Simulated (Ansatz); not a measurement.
# TaSnO3 (Pm-3m): following an unstable mode, part 2 of 2

Which phase does TaSnO3 (Pm-3m) fall into along its unstable mode, and how much energy does it gain?

Ansatz 0.2.0; DFT PBEsol, scalar-relativistic, plane waves, PAW; PAW set soft_1.

So far, highest frequency on the path or at a solved wavevector (cm⁻¹): step 2 (the dispersion) 787. Also lowest frequency on the path (cm⁻¹): step 2 -57.1.

## (5) Energy along the mode, all amplitudes (two of the runs are shown above)

An imaginary frequency means negative curvature, so the energy should fall and then rise again as anharmonic terms take over.

This step gave:

- depth at the lowest point sampled: 0.931 meV/atom
- largest atomic shift at that point: 0.14 Å

Energy from the parent against largest atomic shift:

| largest atomic shift (Å) | energy from the parent (meV/atom) |
| --- | --- |
| 0.000 | 0 |
| 0.040 | -0.115 |
| 0.080 | -0.419 |
| 0.140 | -0.931 |
| 0.220 | -0.164 |
| 0.320 | 9.54 |

Displacement at unit largest shift by atom:

| atom | x (Å) | y (Å) | z (Å) | size |
| --- | --- | --- | --- | --- |
| Ta1 | 0.00 | -0.45 | 0.00 | 0.45 |
| Sn2 | 0.00 | 1.00 | 0.00 | 1.00 |
| O3 | 0.00 | -0.91 | 0.00 | 0.91 |
| O4 | 0.00 | -0.57 | 0.00 | 0.57 |
| O5 | 0.00 | -0.91 | 0.00 | 0.91 |

The lowest of the steps tried is at 0.14 Å, 0.931 meV/atom below the parent; the bottom of the well need not coincide with a step.

## (6) Relaxation from the frozen mode

Starting from the lowest point found, all atoms and the cell are let go, so that strain and other modes of the same symmetry can join in.

File input.yaml:

```yaml
crystal:
  lattice:
    - [4.0241795564, 0.0, 0.0]
    - [0.0, 4.0241795564, 0.0]
    - [0.0, 0.0, 4.0241795564]
  atoms:
    - { symbol: Ta, position: [0.5, 0.4845313064, 0.5] }
    - { symbol: Sn, position: [0.0, 0.0347897001, 0.0] }
    - { symbol: O, position: [0.0, 0.4683609565, 0.5] }
    - { symbol: O, position: [0.5, -0.0199057362, 0.5] }
    - { symbol: O, position: [0.5, 0.4683609565, 0.0] }
kpoints:
  mp_grid: { grid: [12, 12, 12] }
hamiltonian:
  xc: pbesol
  pseudopotentials: { kind: paw, azcp: { folder: soft_1 }, xc_functional: pbe }
scf:
  occupations: { method: methfessel_paxton, width: 0.2 }
output:
  forces: true
  stress: true
  eigenvalues: true
relax:
  adjacent_minimum: "off"
  f_tol: 0.002
  max_steps: 120
  cell: { stress_tol: 0.03 }
```

Started as:

```
$ ansatz run input.yaml --threads 4 --pin off --max-ram 10240MiB --backend cpu --events-out ev --progress --plain --runs-dir out
```

Numbers of over 12 decimals in the logs are rounded to 6 here.

The program printed:

```text
[...]
Crystal: 5 atoms, lattice volume = 65.168 Å³
Basis set: ecut = 420 eV, 1309 PW (Γ), exchange–correlation on 54×54×54 points (8 copies of the dense FFT grid, shifted against one another)
Bands: 28, of which v1, the nominal top of the filled ones, is band 23 counted from 1 (22 counted from 0)
Symmetry: 8 space group operations
[...]
k-points: 196 of 1728 (time reversal used)
[...]
SCF iter   1: F=—  HF=-17442.447011 eV  |F-HF|=—  |Δ(HF+E_count)|=         —  Δρ=4.80e-2  dr2=1.36e0  ethr=3.10e-3  ⟨swp⟩=5.4  Hψ=22635  notcnv=0
[...]
SCF iter  10: F=-17442.234346 eV  HF=-17442.234346 eV  |F-HF|=6.40e-9  |Δ(HF+E_count)|=   5.39e-8  S|Δr|=    0.00e0  Δρ=4.50e-6  dr2=1.40e-8  ethr=2.22e-10  ⟨swp⟩=4.9  Hψ=21354  notcnv=0
SCF 1 converged in 10 iterations: F = -17442.234346 eV  dr2 = 1.40e-8
[...]
relax step   1: F+E_penalty+E_count = -17442.23434607 eV  Δ(F+E_penalty+E_count) = +0.000e0 eV  max|allowed force component| = 3.656e-2 eV/Å  Δτ_max = 0.0000 Å  P = +0.714 GPa  Ω = 65.168 Å³  (10 SCF iters, dr2 threshold 1.00e-7 eV, accepted)
Crystal: 5 atoms, lattice volume = 65.498 Å³
[...]
iter 1 solved again at ethr=1.55e-6 eV; its pass at ethr=3.10e-3 eV (dr2=6.98e-4 eV) is discarded
[...]
SCF iter   5: F=-17442.235044 eV  HF=-17442.235044 eV  |F-HF|=2.38e-7  |Δ(HF+E_count)|=   3.21e-7  S|Δr|=    0.00e0  Δρ=2.43e-5  dr2=3.78e-7  ethr=1.11e-9  ⟨swp⟩=5.9  Hψ=23457  notcnv=0
SCF 2 converged in 5 iterations: F = -17442.235044 eV  dr2 = 3.78e-7
relax step   2: F+E_penalty+E_count = -17442.23504392 eV  Δ(F+E_penalty+E_count) = -6.979e-4 eV  max|allowed force component| = 2.636e-2 eV/Å  Δτ_max = 0.0124 Å  P = -0.236 GPa  Ω = 65.498 Å³  energy of the carried Pulay correction = -7.155e-4 eV  (5 SCF iters, dr2 threshold 5.00e-7 eV, accepted)
Crystal: 5 atoms, lattice volume = 65.483 Å³
[...]
SCF iter   5: F=-17442.235652 eV  HF=-17442.235652 eV  |F-HF|=4.08e-8  |Δ(HF+E_count)|=   2.44e-7  S|Δr|=    0.00e0  Δρ=1.29e-5  dr2=1.18e-7  ethr=1.11e-9  ⟨swp⟩=5.7  Hψ=22852  notcnv=0
SCF 3 converged in 5 iterations: F = -17442.235652 eV  dr2 = 1.18e-7
relax step   3: F+E_penalty+E_count = -17442.23565243 eV  Δ(F+E_penalty+E_count) = -6.085e-4 eV  max|allowed force component| = 3.743e-2 eV/Å  Δτ_max = 0.0121 Å  P = -0.082 GPa  Ω = 65.483 Å³  energy of the carried Pulay correction = -6.821e-4 eV  (5 SCF iters, dr2 threshold 5.00e-7 eV, accepted)
[...]
relax step   4: F+E_penalty+E_count = -17442.23658845 eV  Δ(F+E_penalty+E_count) = -9.360e-4 eV  max|allowed force component| = 9.099e-2 eV/Å  Δτ_max = 0.0447 Å  P = +0.198 GPa  Ω = 65.530 Å³  energy of the carried Pulay correction = -7.840e-4 eV  (7 SCF iters, dr2 threshold 2.37e-7 eV, accepted)
[...]
relax step   5: F+E_penalty+E_count = -17442.23659403 eV  Δ(F+E_penalty+E_count) = -5.584e-6 eV  max|allowed force component| = 7.624e-2 eV/Å  Δτ_max = 0.0176 Å  P = +0.092 GPa  Ω = 65.626 Å³  energy of the carried Pulay correction = -9.917e-4 eV  (5 SCF iters, dr2 threshold 5.00e-7 eV, accepted)
[...]
relax step   6: F+E_penalty+E_count = -17442.23670450 eV  Δ(F+E_penalty+E_count) = -1.105e-4 eV  max|allowed force component| = 1.128e-2 eV/Å  Δτ_max = 0.0027 Å  P = -0.031 GPa  Ω = 65.663 Å³  energy of the carried Pulay correction = -1.071e-3 eV  (5 SCF iters, dr2 threshold 3.63e-7 eV, accepted)
[...]
relax step   7: F+E_penalty+E_count = -17442.23677595 eV  Δ(F+E_penalty+E_count) = -7.145e-5 eV  max|allowed force component| = 2.113e-4 eV/Å  Δτ_max = 0.0033 Å  P = -0.001 GPa  Ω = 65.642 Å³  energy of the carried Pulay correction = -1.026e-3 eV  (5 SCF iters, dr2 threshold 6.03e-8 eV, accepted)
[...]
relax step   8: F+E_penalty+E_count = -17442.23785153 eV  Δ(F+E_penalty+E_count) = -1.076e-3 eV  max|allowed force component| = 2.631e-4 eV/Å  Δτ_max = 0.0000 Å  P = +0.029 GPa  Ω = 65.642 Å³  stress off target by 4.38e-2 GPa  SCF on the basis re-selected at this cell (its energy is not comparable with the rows above)  (7 SCF iters)
[...]
relax step   9: F+E_penalty+E_count = -17442.23782737 eV  Δ(F+E_penalty+E_count) = +2.417e-5 eV  max|allowed force component| = 5.883e-5 eV/Å  Δτ_max = 0.0009 Å  P = +0.002 GPa  Ω = 65.654 Å³  energy of the carried Pulay correction = -2.652e-5 eV  (5 SCF iters, dr2 threshold 4.80e-9 eV, accepted)
[...]
SCF iter   7: F=-17442.237862 eV  HF=-17442.237862 eV  |F-HF|=3.64e-12  |Δ(HF+E_count)|=  1.46e-11  S|Δr|=    0.00e0  Δρ=2.49e-7  dr2=1.20e-11  ethr=1.00e-12  ⟨swp⟩=4.3  Hψ=23312  notcnv=0
SCF 10 converged in 7 iterations: F = -17442.237862 eV  dr2 = 1.20e-11
relax step  10: F+E_penalty+E_count = -17442.23786185 eV  Δ(F+E_penalty+E_count) = -3.449e-5 eV  max|allowed force component| = 6.055e-5 eV/Å  Δτ_max = 0.0000 Å  P = +0.002 GPa  Ω = 65.654 Å³  stress off target by 2.75e-3 GPa  SCF on the basis re-selected at this cell (its energy is not comparable with the rows above)  (7 SCF iters)
[...]
SCF converged after 7 iterations
[...]
Free energy (F): -17442.237862 eV
[...]
Internal energy: -17442.230667 eV  (E = F + TS)
E sigma→0 (E₀):  -17442.236063 eV
Entropy (-TS):   -0.007195 eV (-1.439 meV/atom)
Fermi energy:    13.695344 eV
[...]
--- Forces (eV/Å), atoms counted from 1 ---
  atom   1  Ta    -0.00000000     0.00006054    -0.00000000
  atom   2  Sn    -0.00000000     0.00006253    -0.00000000
  atom   3  O      0.00000000    -0.00004643     0.00000000
  atom   4  O      0.00000000    -0.00002033    -0.00000000
  atom   5  O      0.00000000    -0.00004643     0.00000000
  max |Σ_I F_I| component: 9.89e-6 eV/Å
--- Stress (GPa, compression-positive) ---
        0.002746      -0.000000       0.000000
       -0.000000       0.000864      -0.000000
        0.000000      -0.000000       0.002746
  P = ⅓ Tr σ = 0.0021 GPa (0.021 kbar)
--- Band table (eV; the first three rows and the last of 196) ---
  k-point 0: bands = [... 19 lower, 9.1434, 9.1434, 9.3030, 12.8263, 12.9699, 12.9699, 16.4205, 17.2096, ... 1 higher]
  k-point 1: bands = [... 19 lower, 9.0121, 9.1367, 9.3057, 12.9656, 13.0216, 13.1254, 16.4155, 16.8222, ... 1 higher]
  k-point 2: bands = [... 19 lower, 8.9497, 9.1366, 9.2973, 12.9952, 13.4850, 13.5512, 15.9083, 16.5879, ... 1 higher]
  k-point 195: bands = [... 19 lower, 9.6753, 9.9175, 9.9175, 16.0556, 16.1240, 16.1240, 17.0388, 17.0908, ... 1 higher]
--- Relaxed structure (8 steps of the walk, 8 accepted, 2 SCFs on fresh bases) ---
  F+E_penalty+E_count = -17442.23786185 eV   max|allowed force component| = 6.055e-5 eV/Å   (the final SCF, on the basis selected at the relaxed cell)
  cell:  # Å, volume = 65.6544 Å³
    - [4.045903, 0, 0]
    - [0, 4.010817, 0.0]
    - [0.0, 0.0, 4.045903]
  atoms:
    - { symbol: Ta, position: [0.500000, 0.481789, 0.500000] }
    - { symbol: Sn, position: [0, 0.055934, 0] }
    - { symbol: O, position: [0, 0.461166, 0.500000] }
    - { symbol: O, position: [0.500000, -0.023918, 0.500000] }
    - { symbol: O, position: [0.500000, 0.461166, 0] }
```

Run time: 2.1 min. Hardware: 4 threads of Arm Neoverse V1, shared host; peak memory 0.7 GiB.

The steps of the relaxation:

| step | energy less that of the first step (eV) | largest force component (eV/Å) | pressure (GPa) | volume (Å³) |
| --- | --- | --- | --- | --- |
| 1 | 0.0000 | 0.0366 | 0.71 | 65.17 |
| 2 | -0.0007 | 0.0264 | -0.24 | 65.50 |
| 3 | -0.0013 | 0.0374 | -0.08 | 65.48 |
| 4 | -0.0022 | 0.0910 | 0.20 | 65.53 |
| 5 | -0.0022 | 0.0762 | 0.09 | 65.63 |
| 6 | -0.0024 | 0.0113 | -0.03 | 65.66 |
| 7 | -0.0024 | 0.0002 | 0.00 | 65.64 |
| 8* | -0.0035 | 0.0003 | 0.03 | 65.64 |
| 9 | -0.0035 | 0.0001 | 0.00 | 65.65 |
| 10* | -0.0035 | 0.0001 | 0.00 | 65.65 |

Relaxation steps marked * repeat the geometry before them on a plane-wave basis chosen anew for their cell, so energy and pressure can jump there.

Forces are held to the 8 operations that the run works with; a distortion that breaks them can't arise in this run.

| conventional cell, symmetrised | before | after | change |
| --- | --- | --- | --- |
| a (Å) | 4.024 | 4.046 | +0.5 % |
| b (Å) | 4.024 | 4.046 | +0.5 % |
| c (Å) | 4.024 | 4.011 | -0.3 % |
| volume (Å³/atom) | 13.03 | 13.13 | +0.7 % |

The atoms that moved most (Å, as changes of fractional coordinates times the final cell):

| atom | dx | dy | dz | length |
| --- | --- | --- | --- | --- |
| Sn2 | 0.000 | 0.085 | 0.000 | 0.085 |
| O3 | 0.000 | -0.029 | 0.000 | 0.029 |
| O5 | 0.000 | -0.029 | 0.000 | 0.029 |
| O4 | 0.000 | -0.016 | 0.000 | 0.016 |
| Ta1 | 0.000 | -0.011 | 0.000 | 0.011 |

The relaxed structure:

```xyz
5
Lattice="4.0459 0.0000 0.0000 0.0000 4.0108 0.0000 0.0000 0.0000 4.0459" Properties=species:S:1:pos:R:3 pbc="T T T"
Ta    2.0230    1.9324    2.0230
Sn    0.0000    0.2243    0.0000
O     0.0000    1.8497    2.0230
O     2.0230   -0.0959    2.0230
O     2.0230    1.8497    0.0000
```

This step gave:

* pressure: 0.002118 GPa
* volume per atom: 13.13 Å³

The distorted start has space group P4mm; the relaxation ends in P4mm.

## (7) The new phase in its own primitive cell

The relaxed structure is symmetrised, reduced to its primitive cell and relaxed tightly, as its phonons need.

input.yaml, the sections that differ from step 6:

```yaml
crystal:
  lattice:
    - [4.0459026907, 0.0, 0.0]
    - [0.0, 4.0459026907, 0.0]
    - [0.0, 0.0, 4.010816957]
  atoms:
    - { symbol: Ta, position: [0.5, 0.5, 0.5182112175] }
    - { symbol: Sn, position: [0.0, 0.0, 0.9440663357] }
    - { symbol: O, position: [0.0, 0.5, 0.5388336393] }
    - { symbol: O, position: [0.5, 0.5, 0.0239179848] }
    - { symbol: O, position: [0.5, 0.0, 0.5388336393] }
kpoints:
  mp_grid: { grid: [10, 10, 10] }
relax:
  adjacent_minimum: "off"
  f_tol: 0.001
  max_steps: 60
  cell: { stress_tol: 0.01 }
# hamiltonian, scf, output: as in step 6
```

The program printed:

```text
[...]
Crystal: 5 atoms, lattice volume = 65.654 Å³
Basis set: ecut = 420 eV, 1309 PW (Γ), exchange–correlation on 60×60×54 points (8 copies of the dense FFT grid, shifted against one another)
Bands: 28, of which v1, the nominal top of the filled ones, is band 23 counted from 1 (22 counted from 0)
Symmetry: 8 space group operations
[...]
k-points: 126 of 1000 (time reversal used)
[...]
--- Relaxed structure (9 steps of the walk, 9 accepted, 2 SCFs on fresh bases) ---
[...]
cell:  # Å, volume = 65.3919 Å³
    - [4.034647, 0.0, 0]
    - [0.0, 4.034647, 0.0]
    - [0, 0.0, 4.017106]
  atoms:
    - { symbol: Ta, position: [0.5, 0.5, 0.516207] }
    - { symbol: Sn, position: [0, 0.0, 0.965393] }
    - { symbol: O, position: [0, 0.5, 0.531003] }
    - { symbol: O, position: [0.5, 0.5, 0.020256] }
    - { symbol: O, position: [0.5, 0.0, 0.531003] }
[key lines of the parts left out:]
SCF converged after 10 iterations
Free energy (F): -17442.238956 eV
Fermi energy:    13.738803 eV
P = ⅓ Tr σ = 0.0021 GPa (0.021 kbar)
```

Elapsed: 89 s, on 4 threads; peak memory 0.6 GiB; 5.8 min of CPU time.

Step by step:

| step | energy less that of the first step (eV) | largest force component (eV/Å) | pressure (GPa) | volume (Å³) |
| --- | --- | --- | --- | --- |
| 1 | 0.0000 | 0.0225 | 0.01 | 65.65 |
| 2 | -0.0002 | 0.0152 | -0.01 | 65.64 |
| 3 | -0.0003 | 0.0199 | -0.02 | 65.62 |
| 4 | -0.0008 | 0.0388 | 0.00 | 65.54 |
| 5 | -0.0007 | 0.0143 | -0.39 | 65.61 |
| 6 | -0.0013 | 0.0136 | 0.00 | 65.42 |
| 7 | -0.0014 | 0.0015 | 0.00 | 65.41 |
| 8 | -0.0014 | 0.0001 | 0.00 | 65.40 |
| 9* | -0.0008 | 0.0001 | -0.01 | 65.40 |
| 10 | -0.0008 | 0.0003 | 0.00 | 65.39 |
| 11* | -0.0008 | 0.0003 | 0.00 | 65.39 |

Relaxation steps marked * repeat the geometry before them on a plane-wave basis chosen anew for their cell, so energy and pressure can jump there.

Forces are held to the 8 operations that the run works with; a distortion that breaks them can't arise in this run.

| conventional cell, symmetrised | before | after | change |
| --- | --- | --- | --- |
| a (Å) | 4.046 | 4.035 | -0.3 % |
| b (Å) | 4.046 | 4.035 | -0.3 % |
| c (Å) | 4.011 | 4.017 | +0.2 % |
| volume (Å³/atom) | 13.13 | 13.08 | -0.4 % |

The atoms that moved most (Å, as changes of fractional coordinates times the final cell):

| atom | dx | dy | dz | length |
| --- | --- | --- | --- | --- |
| Sn2 | 0.000 | 0.000 | 0.086 | 0.086 |
| O3 | 0.000 | 0.000 | -0.031 | 0.031 |
| O5 | 0.000 | 0.000 | -0.031 | 0.031 |
| O4 | 0.000 | 0.000 | -0.015 | 0.015 |
| Ta1 | 0.000 | 0.000 | -0.008 | 0.008 |

Numbers from this step:

| Item | Value |
| --- | --- |
| pressure | 0.002062 GPa |
| volume per atom | 13.08 Å³ |

The largest force component left is 0.26 meV/Å and the pressure is 0.002 GPa, within the tolerances set. The cell now holds 13.08 Å³/atom.

## (8) Modes of the new phase, k-mesh 10×10×10

A relaxed structure may still be a saddle point, so its zone-centre modes are computed. No field response is asked, since the mesh shows no gap.

input.yaml, the sections that differ from step 7:

```yaml
crystal:
  lattice:
    - [4.0346466058, 0.0, 0.0]
    - [0.0, 4.0346466058, 0.0]
    - [0.0, 0.0, 4.0171057587]
  atoms:
    - { symbol: Ta, position: [0.5, 0.5, 0.5162074854] }
    - { symbol: Sn, position: [0.0, 0.0, 0.9653928479] }
    - { symbol: O, position: [0.0, 0.5, 0.5310031244] }
    - { symbol: O, position: [0.5, 0.5, 0.0202562345] }
    - { symbol: O, position: [0.5, 0.0, 0.5310031244] }
output:
  eigenvalues: true
phonons:
  method: dfpt
# kpoints, hamiltonian, scf: as in step 7
# relax: removed
```

The program printed:

```text
zone centre: on kpoints.mp_grid the ground state, and the responses unless they are solved on pairs of k-points, stand on 216 of the mesh's 1000 k-points, reduced under 4 symmetry operations, with k and −k counted as one. Each operation leaves every solved displacement unchanged or reverses it
[...]
Crystal: 5 atoms, lattice volume = 65.392 Å³
Basis set: ecut = 420 eV, 1309 PW (Γ), exchange–correlation on 54×54×54 points (8 copies of the dense FFT grid, shifted against one another)
Bands: 28, of which v1, the nominal top of the filled ones, is band 23 counted from 1 (22 counted from 0)
Symmetry: 8 space group operations
k-points: 216 of 1000 (irreducible under 4 space group operations, time reversal used)
[...]
SCF iter   1: F=—  HF=-17442.426793 eV  |F-HF|=—  |Δ(HF+E_count)|=         —  Δρ=4.77e-2  dr2=1.30e0  ethr=3.10e-3  ⟨swp⟩=5.4  Hψ=25190  notcnv=0
[...]
SCF iter  14: F=-17442.238956 eV  HF=-17442.238956 eV  |F-HF|=3.64e-12  |Δ(HF+E_count)|=    0.00e0  S|Δr|=    0.00e0  Δρ=6.33e-8  dr2=3.00e-12  ethr=1.00e-12  ⟨swp⟩=7.7  Hψ=27254  notcnv=0
SCF 1 converged in 14 iterations: F = -17442.238956 eV  dr2 = 3.00e-12
[...]
DFPT response loops at Γ: preconditioner auto → Kerker (q_TF=auto, 2.564 Å⁻¹) (partly filled bands, converged f_vac=0.000); β = 1.00, the filter's whole step (`scf.mixing.beta` (0.50) is not read by the response loops under this deck's `scf.mixing.preconditioner`; to damp them name `kerker` or `kerker_dos`, under which they read `scf.mixing.beta`, and type it under 1.00, their step now; both keys bind the ground state too); Broyden in place of MSR1
SCF converged after 14 iterations
[...]
Free energy (F): -17442.238956 eV
[...]
Internal energy: -17442.236868 eV  (E = F + TS)
E sigma→0 (E₀):  -17442.238434 eV
Entropy (-TS):   -0.002088 eV (-0.418 meV/atom)
Fermi energy:    13.738803 eV
[...]
--- Band table (eV; the first three rows and the last of 216) ---
  k-point 0: bands = [... 19 lower, 9.2382, 9.2382, 9.3265, 12.8797, 12.9553, 12.9553, 16.7735, 17.2040, ... 1 higher]
  k-point 1: bands = [... 19 lower, 9.0997, 9.1920, 9.1920, 12.8878, 13.2296, 13.2296, 16.2913, 17.1331, ... 1 higher]
  k-point 2: bands = [... 19 lower, 9.1256, 9.1629, 9.1629, 12.9092, 13.8887, 13.8887, 15.3026, 16.9628, ... 1 higher]
  k-point 215: bands = [... 19 lower, 9.8547, 9.9738, 9.9738, 16.1000, 16.1270, 16.1270, 17.1209, 17.1466, ... 1 higher]
--- Phonons (Γ-DFPT): 9 representative perturbations + reference, on 216 of 1000 k-points (Σ response iterations 27) ---
  k mesh reduced under 4 symmetry operations, with k and −k counted as one. Each operation leaves every solved displacement unchanged or reverses it
  ASR residual: 7.527e-4 → 0.000e0 eV/Å²; symmetrization residual: 4.308e-6 eV/Å²
  ASR residual per site (eV/Å²): 7.53e-4 1.37e-5 4.22e-4 4.85e-4 4.22e-4
[...]
non-analytic LO–TO correction: not included (Born effective charges unavailable; polar crystals: no LO–TO splitting at Γ)
```

Wall time 2.2 min (4 threads); peak memory 1.4 GiB; 8.4 min of CPU time.

Numbers from this step:

```yaml
sum_rule_residual_before_enforcement: 7.53e-4 eV/Å²
point_group: 4mm
highest_optical_mode_at_the_zone_centre_no_lo_to_term: 556.5 cm⁻¹
lowest_optical_zone_centre_mode: -14.08 cm⁻¹
```

Patterns of degenerate modes are one choice out of their space. The modes at Γ (shares of kinetic energy by element, %) (negative means imaginary):

| mode | frequency (cm⁻¹) | symmetry | Ta % | Sn % | O % |
| --- | --- | --- | --- | --- | --- |
| 1 | -14.1 | E | 20 | 64 | 16 |
| 2 | -14.1 | E | 20 | 64 | 16 |
| 3 | 0.0 | acoustic | 52 | 34 | 14 |
| 4 | 0.0 | acoustic | 52 | 34 | 14 |
| 5 | 0.0 | acoustic | 52 | 34 | 14 |
| 6 | 36.3 | A1 | 21 | 64 | 15 |
| 7 | 259.6 | A1 | 24 | 1 | 74 |
| 8 | 263.7 | E | 22 | 2 | 77 |
| 9 | 263.7 | E | 22 | 2 | 77 |
| 10 | 273.0 | E | 3 | 0 | 96 |
| 11 | 273.0 | E | 3 | 0 | 96 |
| 12 | 274.2 | B1 | 0 | 0 | 100 |
| 13 | 545.0 | E | 3 | 0 | 97 |
| 14 | 545.0 | E | 3 | 0 | 97 |
| 15 | 556.5 | A1 | 3 | 0 | 97 |

Displacements in mode 1 (-14.1 cm⁻¹), the largest set to 1:
```
Ta1 -0.45  0.02  0.00
Sn2  1.00 -0.04  0.00
O3  -0.57  0.04  0.00
O4  -0.89  0.04  0.00
O5  -0.88  0.03  0.00
```

Displacements in mode 12 (274.2 cm⁻¹), the largest set to 1:
```
Ta1  0.00  0.00  0.00
Sn2  0.00  0.00  0.00
O3   0.00  0.00  1.00
O4   0.00  0.00  0.00
O5   0.00  0.00 -1.00
```

Before it was imposed, the acoustic sum rule was missed by 7.5e-4 eV/Å². Small misses are needed for a sound result but don't prove that mesh and cutoff are converged. The lowest optical mode is imaginary, 14.1i cm⁻¹, so the energy falls along it.

## (9) Outcome

* unstable mode of the parent: q = (0, 0, 0), 33i cm⁻¹
* depth at the lowest point sampled: 0.931 meV/atom
* largest atomic shift at that point: 0.14 Å
* space group reached (within 0.01 Å): P4mm
* energy gained over the parent (first relaxation, on the mesh of the frozen mode): 1.72 meV/atom
* volume per atom, phase reached: 13.1 Å³
* lowest optical zone-centre mode, phase reached: -14.1 cm⁻¹
* highest optical mode at the zone centre (no LO-TO term), phase reached: 557 cm⁻¹

What this shows: Along this mode the structure falls into P4mm, 1.72 meV/atom below the parent. At the parent's cell the well is 0.931 meV/atom deep on the steps tried, with its lowest point at a shift of 0.14 Å. Relaxing atoms and cell changes the gain by +0.79 meV/atom against the lowest step (energies at zero smearing). The new phase still has an imaginary mode at the zone centre of its cell, so it is a saddle point on the way to a lower structure. How so shallow a well moves with the k mesh was not tested. Of the 5 patterns followed to their end from this parent, this one ends 0.774 meV/atom above the lowest, R3m. Another end point lies within 1 meV/atom; how such a difference moves with mesh and cutoff was not tested. Each path keeps the symmetry of its pattern, so a lower phase may lie along a pattern not tried. With no gap, or one that is small against the smearing, the frequencies hang on the k mesh and the smearing, most of all near Kohn anomalies. The phonon runs are without spin polarisation, although the cell has an odd electron count. Spin-orbit coupling is left out, which can matter for the heavy elements here. The PAW files were made for PBE and serve the other functionals too.

[Logs are printed without paths, hosts, clocks, repeated set-up lines and the standing remarks that a program may print on its own settings, such as how far it seeks lower states.]

[Hosts, paths, dates, database ids (printed as entryN), source tags and the programs' standing remarks are cut or masked in the printed files.]
